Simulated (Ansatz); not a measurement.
# Squeezing and shearing amorphous Si (76 atoms), part 3 of 3

Aim: relax amorphous Si (76 atoms), then change its volume and shape to read moduli from the stress.

Ansatz 0.2.0; Kohn-Sham DFT, PBE, PAW (set soft_2), plane waves.

The cell: 76 Si. The quench rate of 10 K/ps far exceeds what a furnace or splat quench reaches. The starting topology of bonds comes from the classical model. Only the Γ point is sampled.

So far. Step 9 (Volume -10 %): The relaxation converged after 7 steps, 1.02 eV below its start, with a largest force component of 0.037 eV/Å. Step 9 (Volume -10 %): Volume -10 %: the energy stands 3.80 eV above that of the reference, at a pressure of 8.54 GPa.

## (10) Stretched by 1 % along x

The relaxed cell is strained along x alone, which gives the stiffness along x and its coupling to y and z.

input.yaml reads:

```yaml
crystal:
  lattice:
    - [11.73587, -0.14001, 0.20291]
    - [-0.14141, 11.34472, 0.44216]
    - [0.20494, 0.44216, 11.61255]
  atoms:
    [... the 76 atom lines of step 4 ...]
kpoints:
  mp_grid: { grid: [1, 1, 1] }
hamiltonian:
  xc: pbe
scf:
  occupations: { method: gaussian, width: 0.05 }
output:
  forces: true
  eigenvalues: true
  stress: true
relax:
  f_tol: 0.05
  max_steps: 70
```

Command:

```console
$ ansatz run input.yaml --threads 4 --pin off --max-ram 8192MiB --backend cpu --events-out ev --progress --plain --runs-dir out
```

Numbers of over 12 decimals in the logs are rounded to 6 here.

Log:

```text
[...]
Crystal: 76 atoms, lattice volume = 1543.075 Å³
Basis set: ecut = 420 eV, 30131 PW (Γ), exchange–correlation on 160×160×160 points (8 copies of the dense FFT grid, shifted against one another)
Bands: 228, of which v1, the nominal top of the filled ones, is band 152 counted from 1 (151 counted from 0)
Symmetry: 1 space group operations
[...]
k-points: 1
[...]
SCF iter   1: F=—  HF=-48301.911037 eV  |F-HF|=—  |Δ(HF+E_count)|=         —  Δρ=3.90e-3  dr2=9.72e-1  ethr=1.77e-3  ⟨swp⟩=6.0  Hψ=1054  notcnv=0  defer=34
[...]
SCF iter   6: F=—  HF=-48301.776502 eV  |F-HF|=—  |Δ(HF+E_count)|=   2.24e-4  Δρ=4.06e-5  dr2=1.39e-4  ethr=1.70e-7  ⟨swp⟩=2.0  Hψ=247  notcnv=0  defer=70
SCF iter   7: F=-48301.776548 eV  HF=-48301.776549 eV  |F-HF|=1.27e-6  |Δ(HF+E_count)|=   4.68e-5  Δρ=1.54e-5  dr2=1.79e-5  ethr=2.06e-8  ⟨swp⟩=13.0  Hψ=1430  notcnv=0
SCF 1 converged in 7 iterations: F = -48301.776548 eV  dr2 = 1.79e-5
[...]
relax step   1: F+E_penalty+E_count = -48301.77654763 eV  Δ(F+E_penalty+E_count) = +0.000e0 eV  max|allowed force component| = 1.648e-1 eV/Å  Δτ_max = 0.0000 Å  (7 SCF iters, dr2 threshold 6.25e-5 eV, accepted)
[...]
relax step   2: F+E_penalty+E_count = -48301.79604176 eV  Δ(F+E_penalty+E_count) = -1.949e-2 eV  max|allowed force component| = 5.960e-2 eV/Å  Δτ_max = 0.0137 Å  (7 SCF iters, accepted)
[...]
relax step   3: F+E_penalty+E_count = -48301.79901820 eV  Δ(F+E_penalty+E_count) = -2.976e-3 eV  max|allowed force component| = 1.384e-2 eV/Å  Δτ_max = 0.0087 Å  (6 SCF iters, accepted)
SCF converged after 6 iterations
Free energy (F): -48301.799018 eV
[...]
Internal energy: -48301.799018 eV  (E = F + TS)
E sigma→0 (E₀):  -48301.799018 eV
Entropy (-TS):   -0.000000 eV (-0.000 meV/atom)
Fermi energy:    6.315343 eV
[...]
Σ components = -48301.799018   (vs F -48301.799018, Δ=0.00e0)
--- Forces (eV/Å), atoms counted from 1 ---
  atom   1  Si    -0.00097222     0.00533713    -0.00078327
  atom   2  Si    -0.00173294     0.00036187    -0.00237046
  atom   3  Si    -0.00119581     0.00526148    -0.00218827
  atom   4  Si     0.00023799     0.00232801    -0.00218933
[...]
atom  76  Si     0.00690420     0.00114426    -0.00129313
  max |Σ_I F_I| component: 4.53e-5 eV/Å
--- Stress (GPa, compression-positive) ---
       -1.124212       0.020145       0.031707
        0.020145      -0.424556       0.032690
        0.031707       0.032690      -0.421545
  P = ⅓ Tr σ = -0.6568 GPa (-6.568 kbar)
--- Band table (eV) ---
[...]
--- Relaxed structure (3 steps of the walk, 3 accepted, 0 SCFs on fresh bases) ---
  F+E_penalty+E_count = -48301.79901820 eV   max|allowed force component| = 1.384e-2 eV/Å
  atoms:
    - { symbol: Si, position: [0.929615, 0.313693, 0.046130] }
    - { symbol: Si, position: [0.650646, 0.381815, 0.123722] }
    - { symbol: Si, position: [0.060972, 0.066503, 0.206790] }
    - { symbol: Si, position: [0.284579, 0.274927, 0.054483] }
[...]
- { symbol: Si, position: [0.737096, 0.635444, 0.294352] }
```

The job ended after 32 s (4 threads of Arm Neoverse V1, shared host; peak memory 1.4 GiB).

The relaxation converged after 3 steps, 0.0225 eV below its start, with a largest force component of 0.014 eV/Å.

Stretched by 1 % along x: the energy stands 0.0536 eV above that of the reference, at a pressure of -0.657 GPa.

## (11) Compressed by 1 % along x

The relaxed cell is strained along x alone, which gives the stiffness along x and its coupling to y and z.

input.yaml, the sections that differ from step 10:

```yaml
crystal:
  lattice:
    - [11.50347, -0.14001, 0.20291]
    - [-0.13861, 11.34472, 0.44216]
    - [0.20088, 0.44216, 11.61255]
  atoms:
    [... the 76 atom lines of step 4 ...]
# kpoints, hamiltonian, scf, output, relax: as in step 10
```

Log:

```text
[...]
Crystal: 76 atoms, lattice volume = 1512.518 Å³
Basis set: ecut = 420 eV, 29547 PW (Γ), exchange–correlation on 160×160×160 points (8 copies of the dense FFT grid, shifted against one another)
Bands: 228, of which v1, the nominal top of the filled ones, is band 152 counted from 1 (151 counted from 0)
Symmetry: 1 space group operations
[...]
k-points: 1
[...]
SCF iter   1: F=—  HF=-48301.911906 eV  |F-HF|=—  |Δ(HF+E_count)|=         —  Δρ=3.94e-3  dr2=9.86e-1  ethr=1.77e-3  ⟨swp⟩=6.0  Hψ=1054  notcnv=0  defer=34
[...]
SCF iter   6: F=—  HF=-48301.774547 eV  |F-HF|=—  |Δ(HF+E_count)|=   2.39e-4  Δρ=4.16e-5  dr2=1.38e-4  ethr=1.60e-7  ⟨swp⟩=2.0  Hψ=240  notcnv=0  defer=69
SCF iter   7: F=-48301.774593 eV  HF=-48301.774596 eV  |F-HF|=2.86e-6  |Δ(HF+E_count)|=   4.94e-5  Δρ=1.53e-5  dr2=1.84e-5  ethr=2.06e-8  ⟨swp⟩=14.0  Hψ=1563  notcnv=0
SCF 1 converged in 7 iterations: F = -48301.774593 eV  dr2 = 1.84e-5
[...]
relax step   1: F+E_penalty+E_count = -48301.77459329 eV  Δ(F+E_penalty+E_count) = +0.000e0 eV  max|allowed force component| = 1.836e-1 eV/Å  Δτ_max = 0.0000 Å  (7 SCF iters, dr2 threshold 6.25e-5 eV, accepted)
[...]
relax step   2: F+E_penalty+E_count = -48301.79730053 eV  Δ(F+E_penalty+E_count) = -2.271e-2 eV  max|allowed force component| = 5.953e-2 eV/Å  Δτ_max = 0.0178 Å  (7 SCF iters, accepted)
[...]
relax step   3: F+E_penalty+E_count = -48301.80220428 eV  Δ(F+E_penalty+E_count) = -4.904e-3 eV  max|allowed force component| = 2.592e-2 eV/Å  Δτ_max = 0.0154 Å  (7 SCF iters, accepted)
SCF converged after 7 iterations
Free energy (F): -48301.802204 eV
[...]
Internal energy: -48301.802204 eV  (E = F + TS)
E sigma→0 (E₀):  -48301.802204 eV
Entropy (-TS):   -0.000000 eV (-0.000 meV/atom)
Fermi energy:    6.508246 eV
[...]
Σ components = -48301.802204   (vs F -48301.802204, Δ=0.00e0)
--- Forces (eV/Å), atoms counted from 1 ---
  atom   1  Si    -0.00105784    -0.01690616    -0.00630471
  atom   2  Si     0.00058882     0.00173723     0.00608293
  atom   3  Si    -0.00242173    -0.00748905    -0.00384489
  atom   4  Si    -0.00241795    -0.00566700     0.00379813
[...]
atom  76  Si    -0.00580734    -0.00359216     0.00307980
  max |Σ_I F_I| component: 1.03e-5 eV/Å
--- Stress (GPa, compression-positive) ---
        1.103195      -0.024690      -0.019520
       -0.024690       0.505725       0.047834
       -0.019520       0.047834       0.413344
  P = ⅓ Tr σ = 0.6741 GPa (6.741 kbar)
--- Band table (eV) ---
[...]
--- Relaxed structure (3 steps of the walk, 3 accepted, 0 SCFs on fresh bases) ---
  F+E_penalty+E_count = -48301.80220428 eV   max|allowed force component| = 2.592e-2 eV/Å
  atoms:
    - { symbol: Si, position: [0.932602, 0.311495, 0.043569] }
    - { symbol: Si, position: [0.648790, 0.379878, 0.123475] }
    - { symbol: Si, position: [0.059735, 0.066230, 0.207125] }
    - { symbol: Si, position: [0.287502, 0.275335, 0.054448] }
[...]
- { symbol: Si, position: [0.736974, 0.635010, 0.291340] }
```

It took 33 s on 4 threads; peak memory 1.3 GiB; 2 min of CPU time.

The relaxation converged after 3 steps, 0.0276 eV below its start, with a largest force component of 0.026 eV/Å.

Compressed by 1 % along x: the energy stands 0.0504 eV above that of the reference, at a pressure of 0.674 GPa.

## (12) Sheared by 2 % in xy

A shear of the relaxed cell gives the modulus that volume changes can't reach.

input.yaml, the sections that differ from step 11:

```yaml
crystal:
  lattice:
    - [11.61827, -0.02381, 0.20291]
    - [-0.02656, 11.34332, 0.44216]
    - [0.20733, 0.44419, 11.61255]
  atoms:
    [... the 76 atom lines of step 4 ...]
# kpoints, hamiltonian, scf, output, relax: as in step 11
```

Log:

```text
[...]
Crystal: 76 atoms, lattice volume = 1527.644 Å³
Basis set: ecut = 420 eV, 29821 PW (Γ), exchange–correlation on 160×160×160 points (8 copies of the dense FFT grid, shifted against one another)
Bands: 228, of which v1, the nominal top of the filled ones, is band 152 counted from 1 (151 counted from 0)
Symmetry: 1 space group operations
[...]
k-points: 1
[...]
SCF iter   1: F=—  HF=-48301.853410 eV  |F-HF|=—  |Δ(HF+E_count)|=         —  Δρ=3.92e-3  dr2=9.58e-1  ethr=1.77e-3  ⟨swp⟩=6.0  Hψ=1054  notcnv=0  defer=32
[...]
SCF iter   6: F=—  HF=-48301.719839 eV  |F-HF|=—  |Δ(HF+E_count)|=   2.31e-4  Δρ=4.10e-5  dr2=1.37e-4  ethr=1.75e-7  ⟨swp⟩=2.0  Hψ=238  notcnv=0  defer=70
SCF iter   7: F=-48301.719883 eV  HF=-48301.719884 eV  |F-HF|=7.20e-7  |Δ(HF+E_count)|=   4.53e-5  Δρ=1.51e-5  dr2=1.65e-5  ethr=2.06e-8  ⟨swp⟩=14.0  Hψ=1513  notcnv=0
SCF 1 converged in 7 iterations: F = -48301.719883 eV  dr2 = 1.65e-5
[...]
relax step   1: F+E_penalty+E_count = -48301.71988343 eV  Δ(F+E_penalty+E_count) = +0.000e0 eV  max|allowed force component| = 2.453e-1 eV/Å  Δτ_max = 0.0000 Å  (7 SCF iters, dr2 threshold 6.25e-5 eV, accepted)
[...]
relax step   2: F+E_penalty+E_count = -48301.77039494 eV  Δ(F+E_penalty+E_count) = -5.051e-2 eV  max|allowed force component| = 7.975e-2 eV/Å  Δτ_max = 0.0199 Å  (5 SCF iters, dr2 threshold 3.76e-6 eV, accepted)
[...]
relax step   3: F+E_penalty+E_count = -48301.78165632 eV  Δ(F+E_penalty+E_count) = -1.126e-2 eV  max|allowed force component| = 4.030e-2 eV/Å  Δτ_max = 0.0218 Å  (7 SCF iters, accepted)
SCF converged after 7 iterations
Free energy (F): -48301.781656 eV
[...]
Internal energy: -48301.781655 eV  (E = F + TS)
E sigma→0 (E₀):  -48301.781656 eV
Entropy (-TS):   -0.000002 eV (-0.000 meV/atom)
Fermi energy:    6.401757 eV
[...]
Σ components = -48301.781656   (vs F -48301.781656, Δ=0.00e0)
--- Forces (eV/Å), atoms counted from 1 ---
  atom   1  Si    -0.00167396    -0.01838333    -0.01066441
  atom   2  Si    -0.00852058    -0.01726889     0.00847972
  atom   3  Si     0.00055070    -0.00348025    -0.00074114
  atom   4  Si    -0.00002567    -0.00191924     0.00008195
[...]
atom  76  Si     0.00101899    -0.00851648    -0.01114112
  max |Σ_I F_I| component: 2.22e-5 eV/Å
--- Stress (GPa, compression-positive) ---
        0.040306      -0.766608      -0.020545
       -0.766608       0.041199       0.025410
       -0.020545       0.025410      -0.053825
  P = ⅓ Tr σ = 0.0092 GPa (0.092 kbar)
--- Band table (eV) ---
[...]
--- Relaxed structure (3 steps of the walk, 3 accepted, 0 SCFs on fresh bases) ---
  F+E_penalty+E_count = -48301.78165632 eV   max|allowed force component| = 4.030e-2 eV/Å
  atoms:
    - { symbol: Si, position: [0.931712, 0.311865, 0.044423] }
    - { symbol: Si, position: [0.651360, 0.382280, 0.123026] }
    - { symbol: Si, position: [0.059004, 0.067129, 0.207535] }
    - { symbol: Si, position: [0.285998, 0.275350, 0.053537] }
[...]
- { symbol: Si, position: [0.736850, 0.635126, 0.292829] }
```

Run time: 32 s. Hardware: 4 threads; peak memory 1.3 GiB; 2 min of CPU time.

The relaxation converged after 3 steps, 0.0618 eV below its start, with a largest force component of 0.040 eV/Å.

Sheared by 2 % in xy: the energy stands 0.0710 eV above that of the reference, at a pressure of 0.00923 GPa.

## (13) Pressure against volume

Atoms are relaxed at each volume, in the scaled cell.

```csv
volume change (%),volume (Å³/atom),energy change (meV/atom),pressure (GPa),largest move on relaxing (Å),bonds,gap (eV)
-10,18.092,49.98,8.54,0.35,163,0.322
-6,18.896,16.89,4.70,0.27,161,0.381
-3,19.500,4.08,2.22,0.09,159,0.376
+0,20.103,0.00,0.00,-,157,0.353
+3,20.706,3.78,-1.97,0.05,157,0.34
+6,21.309,14.38,-3.64,0.11,157,0.329
```

## (14) Uniaxial strain and shear

Stress (GPa, compression positive) less that of the relaxed cell, atoms relaxed:

```csv
strain,xx,yy,zz,xy,energy change (meV/atom)
stretched by 1 % along x,-1.119,-0.434,-0.423,0.017,0.71
compressed by 1 % along x,1.108,0.496,0.411,-0.028,0.66
sheared by 2 % in xy,0.045,0.032,-0.056,-0.770,0.93
```

## (15) Findings

The bulk modulus, from the slope of pressure against ln V over the three points nearest the relaxed volume, is 69.9 GPa; a quadratic over all points gives a pressure derivative of about 3.3. The count of bonds runs from 157 to 163 over the series, so at some points contacts cross the cutoffs. The gap goes from 0.322 eV at the smallest volume to 0.329 eV at the largest, not monotonically (lowest 0.322, highest 0.381 eV), on the run's k-points. In the Cartesian axes of the cell, finite differences give C11 = 111, C12 = 46.5, C13 = 41.7 and C66 = 38.5 GPa (the shear of 2 % is the engineering strain, εxy = 0.01). The mean of C11, C12 and C13, which equals the bulk modulus in a cubic or isotropic solid, is 66.5 GPa: it agrees with the bulk modulus within 10 %. For an isotropic solid C66 would equal (C11 − C12)/2 = 32.4 GPa; so small a sample needn't be isotropic, and C66 rests on one shear. With the bulk modulus and C66 as K and G, Young's modulus would be about 98 GPa and Poisson's ratio 0.27.

**Limits.** Strains are finite and relaxations stop at the force tolerance of the input, which can leave moduli too stiff; they are those of a static cell at zero temperature. Volumes are changed with the cell's shape held, so in an anisotropic solid the modulus lies over the one under free hydrostatic load. The program notes that the SCF threshold of the relaxations is loose for the stress.

The DFT runs together took 9.1 min of wall time.

[Logs are printed without paths, hosts, clocks, repeated set-up lines and the standing remarks that a program may print on its own settings, such as how far it seeks lower states.]

[Hosts, paths, dates, database ids (printed as entryN), source tags and the programs' standing remarks are cut or masked in the printed files.]
